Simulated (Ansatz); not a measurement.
# Decaying states in the gap of Ba4As2S, part 2 of 3

A new crystal, Ba4As2S: structure, gap and complex bands. It is built by putting S for O, Ba for Ca in the Ca4As2O structure of space group I4/mmm, with the volume rescaled by atomic radii. The parent structure comes from the Materials Project.

Ansatz 0.2.0; LDA DFT, plane waves, PAW files (the session's first sound run).

So far. Step 2 (Relaxing the new crystal): The largest force component on a free atom ends at 0.0016 eV/Å.

The structure was built from a prototype and need not be the compound's stable phase.

### Step 3. Band edges

The energy window and the wavevectors of the next steps follow from the band edges, so these are searched first, off the mesh as well.

input.yaml

```yaml
crystal:
  lattice:
    - [-2.8115092686, 2.8115092686, 8.4080761707]
    - [2.8115092686, -2.8115092686, 8.4080761707]
    - [2.8115092686, 2.8115092686, -8.4080761707]
  atoms:
    - { symbol: Ba, position: [0.6857089317, 0.6857089317, 0.0] }
    - { symbol: Ba, position: [0.3142910683, 0.3142910683, 0.0] }
    - { symbol: Ba, position: [0.0, 0.5, 0.5] }
    - { symbol: Ba, position: [0.5, 0.0, 0.5] }
    - { symbol: As, position: [0.8719020616, 0.8719020616, 0.0] }
    - { symbol: As, position: [0.1280979384, 0.1280979384, 0.0] }
    - { symbol: S, position: [0.5, 0.5, 0.0] }
kpoints:
  mp_grid: { grid: [6, 6, 6] }
  band_path: { path: [VBM, CBM], npoints: 30 }
scf:
  occupations: { method: fixed }
hamiltonian:
  xc: lda
output:
  eigenvalues: true
  write_potential: true
  write_density: true
  volumetric_format: npy
```

The run is started by

```console
> ansatz run input.yaml --threads 2 --pin off --max-ram 4096MiB --backend cpu --events-out ev --progress --plain --runs-dir out
```

Numbers of over 12 decimals in the logs are rounded to 6 here.

The program printed:

```text
[...]
Crystal: 7 atoms, lattice volume = 265.849 Å³
Basis set: ecut = 420 eV, 5253 PW (Γ)
Bands: 46, of which v1, the nominal top of the filled ones, is band 38 counted from 1 (37 counted from 0)
Symmetry: 16 space group operations
[...]
k-points: 30 of 216
[...]
SCF iter   1: F=—  HF=-33543.328056 eV  |F-HF|=—  |Δ(HF+E_count)|=         —  Δρ=3.91e-3  dr2=3.63e-2  ethr=1.77e-3  ⟨swp⟩=6.6  Hψ=5782  notcnv=0  defer=136
[...]
SCF iter   7: F=-33543.317953 eV  HF=-33543.317953 eV  |F-HF|=3.17e-8  |Δ(HF+E_count)|=   1.35e-7  Δρ=3.32e-6  dr2=6.60e-8  ethr=1.32e-10  ⟨swp⟩=15.3  Hψ=7585  notcnv=0
SCF 1 converged in 7 iterations: F = -33543.317953 eV  dr2 = 6.60e-8
[...]
NSCF: frozen V_eff on 30 k-points
[...]
SCF converged after 7 iterations
Free energy (F): -33543.317953 eV
[...]
Internal energy: -33543.317953 eV  (E = F + TS)
E sigma→0 (E₀):  -33543.317953 eV
Fermi energy:    6.992805 eV
[...]
--- Band table (eV; the first three rows and the last of 30) ---
  k-point 0: bands = [... 34 lower, 6.0186, 6.5880, 6.5880, 6.9928, 7.3362, 7.5019, 7.7780, 8.1587, ... 4 higher]
  k-point 1: bands = [... 34 lower, 5.9098, 6.0964, 6.2518, 6.9560, 7.8311, 7.8996, 8.2205, 8.5357, ... 4 higher]
  k-point 2: bands = [... 34 lower, 5.9838, 5.9865, 6.2326, 6.6719, 8.3163, 8.5931, 8.8511, 9.0380, ... 4 higher]
  k-point 29: bands = [... 34 lower, 5.7951, 6.3393, 6.7070, 6.7070, 7.3878, 7.5545, 8.2020, 8.2354, ... 4 higher]
```

Elapsed: 40 s, on 2 threads of Arm Neoverse V2, shared host; peak memory 0.7 GiB; 78 s of CPU time.

This step gave:

| Property | Result |
| --- | --- |
| Fermi energy | 6.993 eV |
| gap on the k-mesh | 0.3434 eV |
| gap on path | 0.3227 eV, by band count; negative where bands overlap |
| direct gap on path | 0.3434 eV |
| edge places on path | 0, 0.1399 1/A along the path |

Electronic bands along the path, in eV, zero at the Fermi level (highest filled level under fixed occupations); # counts the bands kept:

```
  point     #5     #6     #7     #8    #9   #10   #11   #12
    VBM  -1.02  -0.95  -0.77  -0.52  0.02  0.59  0.77  0.89
halfway  -0.99  -0.97  -0.54  -0.44  0.01  0.45  0.60  0.78
    CBM  -0.97  -0.97  -0.40  -0.40  0.00  0.34  0.51  0.79
```

The searched edges give 0.323 eV, under the 0.343 eV of the mesh, which misses an edge.

### Step 4. Complex bands

This step: LDA DFT, plane waves, PAW files; complex bands by layer matching along the plane's normal (Ansatz 0.2.0).

The same crystal is laid in a cell whose first two vectors span the (001) plane (indices of the standard conventional cell, whose axes can be ordered otherwise than in the bulk input). At fixed energy and wavevector in the plane the solver finds all kz, real and complex. A few wavevectors are listed, (0, 0), (0.0885, -0.0885) and (0.5, 0) in units of the plane's reciprocal vectors; the slowest state needn't be among them.

input.yaml

```yaml
crystal:
  lattice:
    - [5.623018537, 0.0, 0.0]
    - [0.0, 5.623018537, 0.0]
    - [2.811509269, 2.811509269, 8.408076171]
  atoms:
    - { symbol: Ba, position: [0.3142910683, 0.3142910683, 0.3714178634] }
    - { symbol: Ba, position: [0.6857089317, 0.6857089317, 0.6285821366] }
    - { symbol: Ba, position: [0.5, 0.0, 0.0] }
    - { symbol: Ba, position: [0.0, 0.5, 0.0] }
    - { symbol: As, position: [0.1280979384, 0.1280979384, 0.7438041232] }
    - { symbol: As, position: [0.8719020616, 0.8719020616, 0.2561958768] }
    - { symbol: S, position: [0.5, 0.5, 0.0] }
kpoints:
  mp_grid: { grid: [4, 4, 4] }
scf:
  occupations: { method: fixed }
hamiltonian:
  xc: lda
output:
  eigenvalues: true
  transmission:
    leads: [[0, 0]]
    kpoints: [[0.0, 0.0], [0.0885, -0.0885], [0.5, 0.0]]
    e_range: [-1.0, 1.32]
    de: 0.06
```

The program printed:

```text
[...]
Crystal: 7 atoms, lattice volume = 265.849 Å³
Basis set: ecut = 420 eV, 5253 PW (Γ)
Bands: 46, of which v1, the nominal top of the filled ones, is band 38 counted from 1 (37 counted from 0)
Symmetry: 16 space group operations
[...]
k-points: 13 of 64
[...]
SCF iter   1: F=—  HF=-33543.311801 eV  |F-HF|=—  |Δ(HF+E_count)|=         —  Δρ=3.91e-3  dr2=3.53e-2  ethr=1.77e-3  ⟨swp⟩=6.3  Hψ=2439  notcnv=0  defer=59
[...]
SCF iter   7: F=-33543.302173 eV  HF=-33543.302173 eV  |F-HF|=3.91e-8  |Δ(HF+E_count)|=   1.51e-7  Δρ=3.15e-6  dr2=7.21e-8  ethr=1.32e-10  ⟨swp⟩=15.5  Hψ=3362  notcnv=0
SCF 1 converged in 7 iterations: F = -33543.302173 eV  dr2 = 7.21e-8
[...]
transmission: 11 of 33 steps passed
transmission: 22 of 33 steps passed
transmission: 33 of 33 steps passed
SCF converged after 7 iterations
Free energy (F): -33543.302173 eV
[...]
Internal energy: -33543.302173 eV  (E = F + TS)
E sigma→0 (E₀):  -33543.302173 eV
Fermi energy:    6.998082 eV
[...]
--- Band table (eV; the first three rows and the last of 13) ---
  k-point 0: bands = [... 34 lower, 6.0227, 6.5930, 6.5930, 6.9981, 7.3376, 7.5019, 7.7777, 8.1588, ... 4 higher]
  k-point 1: bands = [... 34 lower, 5.9027, 6.4355, 6.6559, 6.6559, 7.5271, 7.5366, 7.7900, 8.5157, ... 4 higher]
  k-point 2: bands = [... 34 lower, 5.7989, 6.3422, 6.7122, 6.7122, 7.3876, 7.5545, 8.2053, 8.2355, ... 4 higher]
  k-point 12: bands = [... 34 lower, 6.2824, 6.2824, 6.3965, 6.4138, 8.6184, 8.6184, 8.9377, 8.9414, ... 4 higher]
--- Transmission ---
  basis      : 277 plane waves across, 11 finite elements along
  points     : 3, as listed
  energies   : 39 from -1.000000 to 1.280000 eV about the Fermi level, 0.060000 eV apart; the leads are filled to 0.169763 eV, and channels, transmission and decay are at 0.140000 eV
  crystal 0  : Ba4S1As2, at the sites [0, 0], period 8.4081 Å: whole cells are its period
    offset         : up to 0.0000 Å between an atom of the period and one for which it stands
    channels       : 0.000000e0 a spin
    conductance    : none, the energies end too early or step too widely for 300 K: set another output.transmission.e_range or a lower de, or, where they end at an eighth of basis.ecutwfc, a higher one
    slowest decay  : 0.0442 /Å at (0.0000, 0.0000)
```

Elapsed: 89 s, on 2 threads; peak memory 1.2 GiB; 2.9 min of CPU time.

This step gave:

```yaml
free_energy: -33543.3022 eV
fermi_energy: 6.998 eV
gap_on_the_k_mesh: 0.3395 eV
level_to_which_the_leads_are_filled: 0.1698 eV from the Fermi level
decay_constant_at_the_filling_level_zone_centre: 0.04417 Å⁻¹
decay_constant_at_the_filling_level_slowest_listed_point: 0.0442 Å⁻¹
```

K parallel (0, 0); values up to 1.5 1/Å, a degenerate pair printed once or twice; energies at which all values exceed this have no row. Table of Im kz of the slowest decaying states by energy, zero at the highest filled level on the SCF mesh:

```
energy (eV)  decay 1 (Å⁻¹)  decay 2 (Å⁻¹)  decay 3 (Å⁻¹)  decay 4 (Å⁻¹)
     -1.000          0.116          0.422          0.507          0.514
     -0.820         0.0949          0.155          0.392          0.480
     -0.700         0.0503          0.182          0.365          0.459
     -0.520          0.122          0.169          0.316          0.422
     -0.340          0.156          0.283          0.381          0.402
     -0.160          0.173          0.223          0.271          0.334
     -0.040          0.180          0.264          0.283          0.297
      0.020         0.0205          0.182          0.261          0.277
      0.140         0.0442          0.183          0.229          0.253
      0.320         0.0221          0.123          0.182          0.238
      0.440          0.178          0.226          0.242          0.270
      0.620          0.167          0.202          0.210          0.250
      0.800         0.0392          0.151          0.169          0.237
      0.980          0.100          0.123          0.126          0.230
      1.100         0.0726          0.104          0.109          0.227
      1.280         0.0938          0.103          0.223          0.322
```

K parallel (0, 0). The Re kz of states that move upwards by energy, zero at the highest filled level on the SCF mesh:

```
energy (eV)  channel 1 (Å⁻¹)  channel 2 (Å⁻¹)  channel 3 (Å⁻¹)
     -1.000          -0.0743          -0.0743                -
     -0.940                -                -                -
     -0.820                -                -                -
     -0.760                -                -                -
     -0.700                -                -                -
     -0.580           -0.194                -                -
     -0.520           -0.171                -                -
     -0.460           -0.153                -                -
     -0.400           -0.135           0.0462           0.0462
     -0.280           -0.103                -                -
     -0.220          -0.0868                -                -
     -0.160          -0.0703                -                -
     -0.040          -0.0312                -                -
      0.020                -                -                -
      0.080                -                -                -
      0.200                -                -                -
      0.260                -                -                -
      0.320                -                -                -
      0.440           -0.267           0.0610                -
      0.500           -0.214           0.0836                -
      0.560           -0.173            0.105                -
      0.680          -0.0997            0.148                -
      0.740          -0.0586            0.169                -
      0.800            0.190                -                -
      0.860            0.211                -                -
      0.980            0.254                -                -
      1.040            0.277                -                -
      1.100            0.304                -                -
      1.220           0.0730           0.0730                -
      1.280           -0.340            0.104            0.104
```

K parallel (0.0885, -0.0885); values up to 1.5 1/Å, a degenerate pair printed once or twice; energies at which all values exceed this have no row. The Im kz of the slowest decaying states by energy, zero at the highest filled level on the SCF mesh:

```
energy (eV)  decay 1 (Å⁻¹)  decay 2 (Å⁻¹)  decay 3 (Å⁻¹)  decay 4 (Å⁻¹)
     -1.000         0.0452          0.136          0.414          0.444
     -0.880         0.0896          0.116          0.126          0.394
     -0.820         0.0760          0.118          0.148          0.383
     -0.700         0.0969          0.180          0.359          0.362
     -0.640          0.123          0.182          0.331          0.352
     -0.520         0.0404          0.143          0.271          0.335
     -0.460         0.0421          0.140          0.144          0.257
     -0.340          0.169          0.251          0.318          0.332
     -0.280          0.191          0.250          0.313          0.346
     -0.160          0.222          0.247          0.303          0.358
     -0.100          0.233          0.245          0.298          0.359
      0.020          0.217          0.238          0.284          0.287
      0.080         0.0546          0.214          0.234          0.281
      0.200         0.0869          0.211          0.224          0.266
      0.260         0.0956          0.209          0.217          0.257
      0.380          0.102          0.202          0.205          0.238
      0.440         0.0991          0.192          0.201          0.228
      0.560         0.0559          0.168          0.192          0.193
      0.620          0.122          0.151          0.184          0.225
      0.740         0.0856          0.152          0.170          0.280
      0.800         0.0737          0.128          0.136          0.269
      0.920         0.0693          0.116          0.194          0.252
      0.980         0.0737          0.119          0.204          0.245
      1.100         0.0106          0.113          0.193          0.225
      1.160          0.103          0.167          0.231          0.248
      1.280         0.0680         0.0944          0.131          0.225
```

K parallel (0.0885, -0.0885). The Re kz of states that move upwards by energy, zero at the highest filled level on the SCF mesh:

```
energy (eV)  channel 1 (Å⁻¹)  channel 2 (Å⁻¹)
     -1.000           -0.111                -
     -0.940                -                -
     -0.880                -                -
     -0.820                -                -
     -0.760           0.0539                -
     -0.700            0.187                -
     -0.640            0.271                -
     -0.580            0.325                -
     -0.520           0.0469                -
     -0.460                -                -
     -0.400           -0.290                -
     -0.340           -0.213                -
     -0.280           -0.172                -
     -0.220           -0.141                -
     -0.160           -0.115                -
     -0.100          -0.0889                -
     -0.040          -0.0602                -
      0.020         -0.00614                -
      0.080                -                -
      0.200                -                -
      0.260                -                -
      0.320                -                -
      0.380                -                -
      0.440                -                -
      0.500                -                -
      0.560                -                -
      0.620           0.0682                -
      0.680           -0.287            0.134
      0.740           -0.184            0.219
      0.800                -                -
      0.860                -                -
      0.920            0.147                -
      0.980            0.198                -
      1.040            0.238                -
      1.100            0.277                -
      1.160           0.0646            0.329
      1.220           0.0964                -
      1.280            0.123                -
```

K parallel (0.5, 0); values up to 1.5 1/Å, a degenerate pair printed once or twice; energies at which all values exceed this have no row. Im kz of the slowest decaying states against energy, zero at the highest filled level on the SCF mesh:

```
energy (eV)  decay 1 (Å⁻¹)  decay 2 (Å⁻¹)  decay 3 (Å⁻¹)  decay 4 (Å⁻¹)
     -1.000          0.188          0.297          0.828           1.00
     -0.820         0.0960          0.142          0.330          0.804
     -0.700          0.110          0.168          0.345          0.787
     -0.520         0.0986          0.252          0.359          0.761
     -0.340          0.284          0.367          0.734          0.940
     -0.160          0.086          0.300          0.370          0.706
     -0.040          0.132          0.304          0.370          0.687
      0.020          0.147          0.305          0.369          0.677
      0.140          0.169          0.305          0.367          0.657
      0.320          0.192          0.299          0.361          0.625
      0.440          0.203          0.291          0.356          0.602
      0.620          0.216          0.274          0.345          0.567
      0.800          0.224          0.245          0.331          0.528
      0.980          0.189          0.228          0.314          0.486
      1.100          0.229          0.301          0.455          0.775
      1.280          0.202          0.227          0.277          0.402
```

At the listed wavevectors the last open channel is at +0.02 eV and the next at +0.38 eV on the grid. At +0.14 eV, the grid energy nearest the filling level (the middle of the gap on the SCF mesh), the slowest state at the listed wavevectors decays with κ = 0.0442 Å⁻¹, its amplitude falling by e over 23 Å. Through 1 nm of this crystal that state's transmission falls by exp(−2 × 0.0442 Å⁻¹ × 10 Å) = 0.41.

### Step 5. Band edges at another level, cutoff 1088.46 eV

This step: LDA DFT, plane waves, norm-conserving files (Ansatz 0.2.0).

The edges again with norm-conserving files, at the same atoms. Against that run the cutoff is 1088 eV against 420.

input.yaml

```yaml
crystal:
  lattice:
    - [-2.8115092686, 2.8115092686, 8.4080761707]
    - [2.8115092686, -2.8115092686, 8.4080761707]
    - [2.8115092686, 2.8115092686, -8.4080761707]
  atoms:
    - { symbol: Ba, position: [0.6857089317, 0.6857089317, 0.0] }
    - { symbol: Ba, position: [0.3142910683, 0.3142910683, 0.0] }
    - { symbol: Ba, position: [0.0, 0.5, 0.5] }
    - { symbol: Ba, position: [0.5, 0.0, 0.5] }
    - { symbol: As, position: [0.8719020616, 0.8719020616, 0.0] }
    - { symbol: As, position: [0.1280979384, 0.1280979384, 0.0] }
    - { symbol: S, position: [0.5, 0.5, 0.0] }
kpoints:
  mp_grid: { grid: [6, 6, 6] }
  band_path: { path: [VBM, CBM], npoints: 30 }
scf:
  occupations: { method: fixed }
hamiltonian:
  xc: lda
  pseudopotentials: { kind: nc }
output:
  eigenvalues: true
```

The program printed:

```text
[...]
Crystal: 7 atoms, lattice volume = 265.849 Å³
Basis set: ecut = 1088.45545 eV, 21585 PW (Γ), FFT grids on a1+a3, a2+a3, a3
Bands: 46, of which v1, the nominal top of the filled ones, is band 38 counted from 1 (37 counted from 0)
Symmetry: 16 space group operations
[...]
k-points: 30 of 216
[...]
SCF iter   1: F=—  HF=-9135.755290 eV  |F-HF|=—  |Δ(HF+E_count)|=         —  Δρ=4.31e-2  dr2=1.02e1  ethr=3.10e-3  ⟨swp⟩=8.2  Hψ=5606  notcnv=0  defer=166
[...]
SCF iter   9: F=-9132.592596 eV  HF=-9132.592596 eV  |F-HF|=1.74e-9  |Δ(HF+E_count)|=   1.42e-7  Δρ=1.95e-6  dr2=1.76e-8  ethr=1.32e-10  ⟨swp⟩=23.8  Hψ=9679  notcnv=0
SCF 1 converged in 9 iterations: F = -9132.592596 eV  dr2 = 1.76e-8
[...]
SCF converged after 9 iterations
Free energy (F): -9132.592596 eV
[...]
Internal energy: -9132.592596 eV  (E = F + TS)
E sigma→0 (E₀):  -9132.592596 eV
Fermi energy:    7.079368 eV
[...]
--- Band table (eV; the first three rows and the last of 30) ---
  k-point 0: bands = [... 34 lower, 6.1057, 6.6747, 6.6747, 7.0794, 7.4203, 7.5908, 7.8670, 8.2474, ... 4 higher]
  k-point 1: bands = [... 34 lower, 5.9969, 6.1830, 6.3385, 7.0423, 7.9202, 7.9862, 8.3093, 8.6231, ... 4 higher]
  k-point 2: bands = [... 34 lower, 6.0697, 6.0732, 6.3183, 6.7581, 8.4049, 8.6796, 8.9389, 9.1261, ... 4 higher]
  k-point 29: bands = [... 34 lower, 5.8827, 6.4251, 6.7928, 6.7928, 7.4767, 7.6434, 8.2870, 8.3213, ... 4 higher]
```

Run time: 2.8 min. Hardware: 2 threads; peak memory 1.5 GiB.

This step gave:

```
free energy        : -9132.5926 eV
Fermi energy       : 7.079 eV
gap on the k-mesh  : 0.3410 eV
gap on path        : 0.3204 eV, by band count; negative where bands overlap
direct gap on path : 0.3410 eV
```

Electronic bands along the path, in eV, zero at the Fermi level (highest filled level under fixed occupations); # counts the bands kept:

```
  point     #5     #6     #7     #8    #9   #10   #11   #12
    VBM  -1.02  -0.95  -0.77  -0.52  0.02  0.59  0.77  0.89
halfway  -0.99  -0.97  -0.54  -0.44  0.01  0.45  0.60  0.78
    CBM  -0.97  -0.97  -0.40  -0.40  0.00  0.34  0.51  0.79
```

The searched edges give 0.320 eV, under the 0.341 eV of the mesh, which misses an edge.

[end of part 2 of 3]

[Logs are printed without paths, hosts, clocks, repeated set-up lines and the standing remarks that a program may print on its own settings, such as how far it seeks lower states.]

[Hosts, paths, dates, database ids (printed as entryN), source tags and the programs' standing remarks are cut or masked in the printed files.]

[New means built here by substitution; the compound itself may be known and measured.]
